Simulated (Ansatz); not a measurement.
# The perfect armchair BP nanoribbon (N = 4, H edges), part 2 of 3

Wanted: the relaxed geometry and the bands of the armchair BP nanoribbon (N = 4, H edges).

Ansatz 0.2.0; DFT PBE, plane waves, PAW; relaxation of a wire's period (the session's first sound run).

So far, band gap (eV): step 3 (the perfect wire) 1.71.

### Step 4. Strain along the wire, period over the relaxed period 0.96, k-mesh 1×1×12

This step: DFT PBE, plane waves, PAW; relaxation at a fixed period (Ansatz 0.2.0).

The period is set to 0.96 times the relaxed one and the atoms relax within it: strain changes bond lengths and angles, which shifts the bands against each other. Against the first PBE run of this kind, the mesh along the wire has 12 points against 15.

The cell differs from the one that the last finished run ended in (c 5.603 → 5.379 Å).

Contents of input.yaml:

```yaml
crystal:
  lattice:
    - [14.223, 0.0, 0.0]
    - [0.0, 7.0, 0.0]
    - [0.0, 0.0, 5.3789860396]
  atoms:
    - { symbol: B, position: [0.330137087, 0.5, 0.002166704] }
    - { symbol: B, position: [0.555865363, 0.5, 0.004291949] }
    - { symbol: P, position: [0.335076509, 0.5, 0.325442895] }
    - { symbol: P, position: [0.55684921, 0.5, 0.337344479] }
    - { symbol: H, position: [0.743589154, 0.5, 0.400181245] }
    - { symbol: H, position: [0.249259144, 0.5, 0.451182046] }
    - { symbol: B, position: [0.444110161, 0.5, 0.504291949] }
    - { symbol: B, position: [0.669838437, 0.5, 0.502166704] }
    - { symbol: P, position: [0.443126314, 0.5, 0.837344479] }
    - { symbol: P, position: [0.664899014, 0.5, 0.825442895] }
    - { symbol: H, position: [0.25638637, 0.5, 0.900181245] }
    - { symbol: H, position: [0.75071638, 0.5, 0.951182046] }
kpoints:
  mp_grid: { grid: [1, 1, 12] }
  band_path: { path: ["Γ", Z], npoints: 90 }
scf:
  occupations: { method: fermi_dirac, width: 0.05 }
hamiltonian:
  xc: pbe
relax:
  max_steps: 40
  f_tol: 0.02
output:
  stress: true
```

Command:

```console
> ansatz run input.yaml --threads 4 --pin off --max-ram 16384MiB --backend cpu --events-out ev --progress --plain --runs-dir out
```

Numbers of over 12 decimals in the logs are rounded to 6 here.

The log of the run:

```text
Warning: output.stress: scf.convergence.dr2_threshold = 1e-7 eV (the SCF's general default) is looser than the 1.2e-9 eV advised for a printed stress (1e-10 eV for each atom of the cell: 12). What an SCF threshold leaves in a stress goes as its square root, and in the free energy as the threshold itself, and one threshold admits the most on a small cell: [figures from the program's tests cut] Every solve of this run  [...]
[...]
Crystal: 12 atoms, lattice volume = 535.537 Å³
Basis set: ecut = 420 eV, 10433 PW (Γ), exchange–correlation on 192×96×72 points (8 copies of the dense FFT grid, shifted against one another)
Bands: 30, of which v1, the nominal top of the filled ones, is band 18 counted from 1 (17 counted from 0)
Symmetry: 4 space group operations
[...]
k-points: 7 of 12 (time reversal used)
[...]
SCF iter   1: F=—  HF=-3709.065619 eV  |F-HF|=—  |Δ(HF+E_count)|=         —  Δρ=1.72e-3  dr2=3.74e-2  ethr=1.77e-3  ⟨swp⟩=9.1  Hψ=1394  notcnv=0  defer=17
[...]
SCF iter   6: F=-3709.075863 eV  HF=-3709.075862 eV  |F-HF|=1.68e-6  |Δ(HF+E_count)|=   2.85e-6  Δρ=9.81e-6  dr2=4.99e-7  ethr=2.78e-8  ⟨swp⟩=5.0  Hψ=667  notcnv=0
SCF 1 converged in 6 iterations: F = -3709.075863 eV  dr2 = 4.99e-7
[...]
relax step   1: F+E_penalty+E_count = -3709.07586321 eV  Δ(F+E_penalty+E_count) = +0.000e0 eV  max|allowed force component| = 1.099e0 eV/Å  Δτ_max = 0.0000 Å  (6 SCF iters, dr2 threshold 1.00e-5 eV, accepted)
[...]
SCF iter   5: F=-3709.183797 eV  HF=-3709.183801 eV  |F-HF|=3.96e-6  |Δ(HF+E_count)|=   1.48e-5  Δρ=3.49e-5  dr2=1.02e-5  ethr=2.10e-7  ⟨swp⟩=3.9  Hψ=782  notcnv=0
SCF 2 converged in 5 iterations: F = -3709.183797 eV  dr2 = 1.02e-5
[...]
relax step   2: F+E_penalty+E_count = -3709.18379728 eV  Δ(F+E_penalty+E_count) = -1.079e-1 eV  max|allowed force component| = 5.512e-1 eV/Å  Δτ_max = 0.0554 Å  (5 SCF iters, dr2 threshold 7.54e-5 eV, accepted)
SCF iter   1: F=—  HF=-3709.232797 eV  |F-HF|=—  |Δ(HF+E_count)|=         —  Δρ=3.45e-3  dr2=5.23e-2  ethr=1.63e-3  ⟨swp⟩=4.7  Hψ=610  notcnv=0  defer=38
[...]
SCF iter   5: F=-3709.220720 eV  HF=-3709.220725 eV  |F-HF|=4.61e-6  |Δ(HF+E_count)|=   1.02e-5  Δρ=3.44e-5  dr2=1.07e-5  ethr=5.27e-8  ⟨swp⟩=4.0  Hψ=820  notcnv=0
SCF 3 converged in 5 iterations: F = -3709.220720 eV  dr2 = 1.07e-5
[...]
relax step   3: F+E_penalty+E_count = -3709.22071994 eV  Δ(F+E_penalty+E_count) = -3.692e-2 eV  max|allowed force component| = 5.045e-2 eV/Å  Δτ_max = 0.0572 Å  (5 SCF iters, dr2 threshold 1.90e-5 eV, accepted)
SCF iter   1: F=—  HF=-3709.220941 eV  |F-HF|=—  |Δ(HF+E_count)|=         —  Δρ=1.30e-4  dr2=6.17e-5  ethr=1.13e-6  ⟨swp⟩=2.3  Hψ=495  notcnv=0  defer=38
[...]
SCF iter   5: F=-3709.220945 eV  HF=-3709.220945 eV  |F-HF|=2.43e-9  |Δ(HF+E_count)|=   2.37e-8  Δρ=1.53e-6  dr2=1.40e-8  ethr=2.78e-10  ⟨swp⟩=5.0  Hψ=666  notcnv=0
SCF 4 converged in 5 iterations: F = -3709.220945 eV  dr2 = 1.40e-8
relax step   4: F+E_penalty+E_count = -3709.22094516 eV  Δ(F+E_penalty+E_count) = -2.252e-4 eV  max|allowed force component| = 8.233e-3 eV/Å  Δτ_max = 0.0017 Å  (5 SCF iters, accepted)
[...]
the band table was solved once a step of the walk had ended and its energy, with any forces and stress, was formed, with the checks that follow a solve (1724 applications of the Hamiltonian). They found nothing against the state; the energy, forces and stress were not computed again (output.eigenvalues in the input reference)
[...]
SCF converged after 5 iterations
Free energy (F): -3709.220945 eV
[...]
Internal energy: -3709.220945 eV  (E = F + TS)
E sigma→0 (E₀):  -3709.220945 eV
Entropy (-TS):   -0.000000 eV (-0.000 meV/atom)
Fermi energy:    -1.692080 eV
[...]
--- Forces (eV/Å), atoms counted from 1 ---
  atom   1  B     -0.00823252     0.00000000    -0.00289054
  atom   2  B     -0.00176318     0.00000000    -0.00201215
  atom   3  P     -0.00506029     0.00000000     0.00344459
  atom   4  P      0.00060828     0.00000000     0.00235603
  atom   5  H     -0.00727137     0.00000000     0.00229106
  atom   6  H      0.00672298     0.00000000    -0.00317989
  atom   7  B      0.00176318     0.00000000    -0.00201215
  atom   8  B      0.00823252     0.00000000    -0.00289054
  atom   9  P     -0.00060828     0.00000000     0.00235603
  atom  10  P      0.00506029     0.00000000     0.00344459
  atom  11  H      0.00727137     0.00000000     0.00229106
  atom  12  H     -0.00672298     0.00000000    -0.00317989
  max |Σ_I F_I| component: 1.82e-5 eV/Å
--- Stress (GPa, compression-positive) ---
       -0.011064       0.000000       0.000000
        0.000000       0.253041       0.000000
        0.000000       0.000000       2.574188
  P = ⅓ Tr σ = 0.9387 GPa (9.387 kbar)
--- Band table (eV; the first three rows and the last of 7) ---
  k-point 0: bands = [... 14 lower, -4.5482, -4.4897, -2.6990, -2.5537, -0.8330, -0.6200, 1.0423, 1.3214, ... 8 higher]
  k-point 1: bands = [... 14 lower, -4.5237, -4.5027, -2.7408, -2.7334, -0.6262, -0.6213, 1.0694, 1.3532, ... 8 higher]
  k-point 2: bands = [... 14 lower, -4.5778, -4.4510, -3.1446, -2.8370, -0.6096, -0.1667, 1.1433, 1.4153, ... 8 higher]
  k-point 6: bands = [... 14 lower, -4.8542, -4.8542, -3.7112, -3.7112, 0.0132, 0.0132, 1.3341, 1.3341, ... 8 higher]
--- Relaxed structure (4 steps of the walk, 4 accepted, 0 SCFs on fresh bases) ---
  F+E_penalty+E_count = -3709.22094516 eV   max|allowed force component| = 8.233e-3 eV/Å
  atoms:
    - { symbol: B, position: [0.326466, 0.5, -0.00349112] }
    - { symbol: B, position: [0.556156, 0.5, 0.000412802] }
    - { symbol: P, position: [0.332238, 0.5, 0.329209] }
    - { symbol: P, position: [0.557932, 0.5, 0.339942] }
    - { symbol: H, position: [0.745548, 0.5, 0.382762] }
    - { symbol: H, position: [0.249175, 0.5, 0.471776] }
    - { symbol: B, position: [0.443820, 0.5, 0.500413] }
    - { symbol: B, position: [0.673509, 0.5, 0.496509] }
    - { symbol: P, position: [0.442043, 0.5, 0.839942] }
    - { symbol: P, position: [0.667737, 0.5, 0.829209] }
    - { symbol: H, position: [0.254427, 0.5, 0.882762] }
    - { symbol: H, position: [0.750801, 0.5, 0.971776] }
```

Wall time 31 s (4 threads of Arm Neoverse V1, shared host); peak memory 1.2 GiB.

The steps of the relaxation:

| step | energy less that of the first step (eV) | largest force component (eV/Å) |
| --- | --- | --- |
| 1 | 0.0000 | 1.0987 |
| 2 | -0.1079 | 0.5512 |
| 3 | -0.1449 | 0.0505 |
| 4 | -0.1451 | 0.0082 |

Forces are held to the 4 operations that the run works with; a distortion that breaks them can't arise in this run.

The atoms that moved most (Å):

| atom | dx | dy | dz | length |
| --- | --- | --- | --- | --- |
| H6 | -0.001 | 0.000 | 0.111 | 0.111 |
| H12 | 0.001 | 0.000 | 0.111 | 0.111 |
| H11 | -0.028 | 0.000 | -0.094 | 0.098 |
| H5 | 0.028 | 0.000 | -0.094 | 0.098 |
| B1 | -0.052 | 0.000 | -0.030 | 0.060 |
| B8 | 0.052 | 0.000 | -0.030 | 0.060 |
| P10 | 0.040 | 0.000 | 0.020 | 0.045 |
| P3 | -0.040 | 0.000 | 0.020 | 0.045 |

The relaxed structure:

```xyz
12
Lattice="14.2230 0.0000 0.0000 0.0000 7.0000 0.0000 0.0000 0.0000 5.3790" Properties=species:S:1:pos:R:3
B     4.6433    3.5000   -0.0188
B     7.9102    3.5000    0.0022
P     4.7254    3.5000    1.7708
P     7.9355    3.5000    1.8285
H    10.6039    3.5000    2.0589
H     3.5440    3.5000    2.5377
B     6.3124    3.5000    2.6917
B     9.5793    3.5000    2.6707
P     6.2872    3.5000    4.5180
P     9.4972    3.5000    4.4603
H     3.6187    3.5000    4.7484
H    10.6786    3.5000    5.2272
```

This step gave:

| Quantity | Value |
| --- | --- |
| band gap | 1.721 eV |

Electronic bands along the path, in eV, zero at the Fermi level:

| point | band 15 | band 16 | band 17 | band 18 | band 19 | band 20 | band 21 | band 22 |
| --- | --- | --- | --- | --- | --- | --- | --- | --- |
| Γ | -2.86 | -2.80 | -1.01 | -0.86 | 0.86 | 1.07 | 2.73 | 3.01 |
| halfway | -3.09 | -2.64 | -1.91 | -1.31 | 1.14 | 2.05 | 2.80 | 2.93 |
| Z | -3.16 | -3.16 | -2.02 | -2.02 | 1.71 | 1.71 | 3.03 | 3.03 |

The gap is 1.72 eV, against 1.71 eV under PBE at the relaxed period.

### Step 5. Strain along the wire, period over the relaxed period 0.98, k-mesh 1×1×11

The period is set to 0.98 times the relaxed one and the atoms relax within it: strain changes bond lengths and angles, which shifts the bands against each other. Against the first PBE run of this kind, the mesh along the wire has 11 points against 15.

The cell differs from the one that the last finished run ended in (c 5.379 → 5.491 Å).

Changes to input.yaml since step 4:

```diff
@@ -4,3 +4,3 @@
     - [0.0, 7.0, 0.0]
-    - [0.0, 0.0, 5.3789860396]
+    - [0.0, 0.0, 5.4910482488]
   atoms:
@@ -19,3 +19,3 @@
 kpoints:
-  mp_grid: { grid: [1, 1, 12] }
+  mp_grid: { grid: [1, 1, 11] }
   band_path: { path: ["Γ", Z], npoints: 90 }
```

The log of the run:

```text
[...]
Crystal: 12 atoms, lattice volume = 546.694 Å³
Basis set: ecut = 420 eV, 10683 PW (Γ), exchange–correlation on 192×96×80 points (8 copies of the dense FFT grid, shifted against one another)
Bands: 30, of which v1, the nominal top of the filled ones, is band 18 counted from 1 (17 counted from 0)
Symmetry: 4 space group operations
[...]
- { symbol: H, position: [0.744655, 0.500000, 0.391522] }
    - { symbol: H, position: [0.249393, 0.500000, 0.461921] }
    - { symbol: B, position: [0.444077, 0.500000, 0.502258] }
    - { symbol: B, position: [0.671709, 0.500000, 0.499323] }
    - { symbol: P, position: [0.442532, 0.500000, 0.838344] }
    - { symbol: P, position: [0.666244, 0.500000, 0.827241] }
    - { symbol: H, position: [0.255321, 0.500000, 0.891522] }
    - { symbol: H, position: [0.750583, 0.500000, 0.961921] }
[key lines of the parts left out:]
SCF converged after 4 iterations
Free energy (F): -3709.352268 eV
Fermi energy:    -1.803317 eV
P = ⅓ Tr σ = 0.4875 GPa (4.875 kbar)
```

Wall time 33 s (4 threads); peak memory 1.2 GiB.

The steps of the relaxation:

| step | energy less that of the first step (eV) | largest force component (eV/Å) |
| --- | --- | --- |
| 1 | 0.0000 | 0.4727 |
| 2 | -0.0257 | 0.2427 |
| 3 | -0.0340 | 0.0200 |
| 4 | -0.0340 | 0.0204 |
| 5 | -0.0341 | 0.0023 |

The run keeps the 4 symmetry operations that it works with, so distortions that break them were not tested.

The atoms that moved most (Å):

| atom | dx | dy | dz | length |
| --- | --- | --- | --- | --- |
| H12 | -0.002 | 0.000 | 0.059 | 0.059 |
| H6 | 0.002 | 0.000 | 0.059 | 0.059 |
| H11 | -0.015 | 0.000 | -0.048 | 0.050 |
| H5 | 0.015 | 0.000 | -0.048 | 0.050 |
| B1 | -0.027 | 0.000 | -0.016 | 0.031 |
| B8 | 0.027 | 0.000 | -0.016 | 0.031 |
| P10 | 0.019 | 0.000 | 0.010 | 0.022 |
| P3 | -0.019 | 0.000 | 0.010 | 0.022 |

The relaxed structure:

```cif
data_structure
_symmetry_space_group_name_H-M 'P 1'
_symmetry_Int_Tables_number 1
_cell_length_a 14.2230
_cell_length_b 7.0000
_cell_length_c 5.4910
_cell_angle_alpha 90.000
_cell_angle_beta 90.000
_cell_angle_gamma 90.000
_cell_volume 546.69
loop_
_atom_site_label
_atom_site_type_symbol
_atom_site_fract_x
_atom_site_fract_y
_atom_site_fract_z
_atom_site_occupancy
B1 B 0.32827 0.50000 0.99932 1
B2 B 0.55590 0.50000 0.00226 1
P3 P 0.33373 0.50000 0.32724 1
P4 P 0.55744 0.50000 0.33834 1
H5 H 0.74465 0.50000 0.39152 1
H6 H 0.24939 0.50000 0.46192 1
B7 B 0.44408 0.50000 0.50226 1
B8 B 0.67171 0.50000 0.49932 1
P9 P 0.44253 0.50000 0.83834 1
P10 P 0.66624 0.50000 0.82724 1
H11 H 0.25532 0.50000 0.89152 1
H12 H 0.75058 0.50000 0.96192 1
```

The gap is 1.77 eV, against 1.71 eV under PBE at the relaxed period.

### Step 6. Strain along the wire, period over the relaxed period 1.02, k-mesh 1×1×11

The period is set to 1.02 times the relaxed one and the atoms relax within it: strain changes bond lengths and angles, which shifts the bands against each other. Against the first PBE run of this kind, the mesh along the wire has 11 points against 15.

The cell differs from the one that the last finished run ended in (c 5.491 → 5.715 Å).

Changes to input.yaml since step 5:

```diff
@@ -4,3 +4,3 @@
     - [0.0, 7.0, 0.0]
-    - [0.0, 0.0, 5.4910482488]
+    - [0.0, 0.0, 5.7151726671]
   atoms:
```

The log of the run:

```text
[...]
Crystal: 12 atoms, lattice volume = 569.008 Å³
Basis set: ecut = 420 eV, 11131 PW (Γ), exchange–correlation on 192×96×80 points (8 copies of the dense FFT grid, shifted against one another)
Bands: 30, of which v1, the nominal top of the filled ones, is band 18 counted from 1 (17 counted from 0)
Symmetry: 4 space group operations
[...]
- { symbol: P, position: [0.556632, 0.5, 0.335745] }
    - { symbol: H, position: [0.743114, 0.5, 0.409595] }
    - { symbol: H, position: [0.249755, 0.5, 0.442126] }
    - { symbol: B, position: [0.444486, 0.5, 0.505058] }
    - { symbol: B, position: [0.668219, 0.5, 0.504720] }
    - { symbol: P, position: [0.443344, 0.5, 0.835745] }
    - { symbol: P, position: [0.663318, 0.5, 0.823365] }
    - { symbol: H, position: [0.256862, 0.5, 0.909595] }
    - { symbol: H, position: [0.750220, 0.5, 0.942126] }
[key lines of the parts left out:]
SCF converged after 3 iterations
Free energy (F): -3709.352545 eV
Fermi energy:    -1.938287 eV
P = ⅓ Tr σ = -0.3092 GPa (-3.092 kbar)
```

Wall time 31 s (4 threads); peak memory 1.2 GiB; 2 min of CPU time.

Relaxation path:

| step | energy less that of the first step (eV) | largest force component (eV/Å) |
| --- | --- | --- |
| 1 | 0.0000 | 0.3665 |
| 2 | -0.0222 | 0.1850 |
| 3 | -0.0282 | 0.0136 |
| 4 | -0.0282 | 0.0133 |

The run keeps the 4 symmetry operations that it works with, so distortions that break them were not tested.

The atoms that moved most (Å):

| atom | dx | dy | dz | length |
| --- | --- | --- | --- | --- |
| H5 | -0.007 | 0.000 | 0.054 | 0.054 |
| H11 | 0.007 | 0.000 | 0.054 | 0.054 |
| H12 | -0.007 | 0.000 | -0.052 | 0.052 |
| H6 | 0.007 | 0.000 | -0.052 | 0.052 |
| B8 | -0.023 | 0.000 | 0.015 | 0.027 |
| B1 | 0.023 | 0.000 | 0.015 | 0.027 |
| P3 | 0.022 | 0.000 | -0.012 | 0.025 |
| P10 | -0.022 | 0.000 | -0.012 | 0.025 |

The relaxed structure:

```xyz
12
Lattice="14.2230 0.0000 0.0000 0.0000 7.0000 0.0000 0.0000 0.0000 5.7152" Properties=species:S:1:pos:R:3
B     4.7186    3.5000    0.0270
B     7.9007    3.5000    0.0289
P     4.7883    3.5000    1.8481
P     7.9170    3.5000    1.9188
H    10.5693    3.5000    2.3409
H     3.5523    3.5000    2.5268
B     6.3219    3.5000    2.8865
B     9.5041    3.5000    2.8846
P     6.3057    3.5000    4.7764
P     9.4344    3.5000    4.7057
H     3.6533    3.5000    5.1985
H    10.6704    3.5000    5.3844
```

The gap is 1.65 eV, against 1.71 eV under PBE at the relaxed period.

(Part 2 of 3 ends here.)

[Logs are printed without paths, hosts, clocks, repeated set-up lines and the standing remarks that a program may print on its own settings, such as how far it seeks lower states.]

[Hosts, paths, dates, database ids (printed as entryN), source tags and the programs' standing remarks are cut or masked in the printed files.]
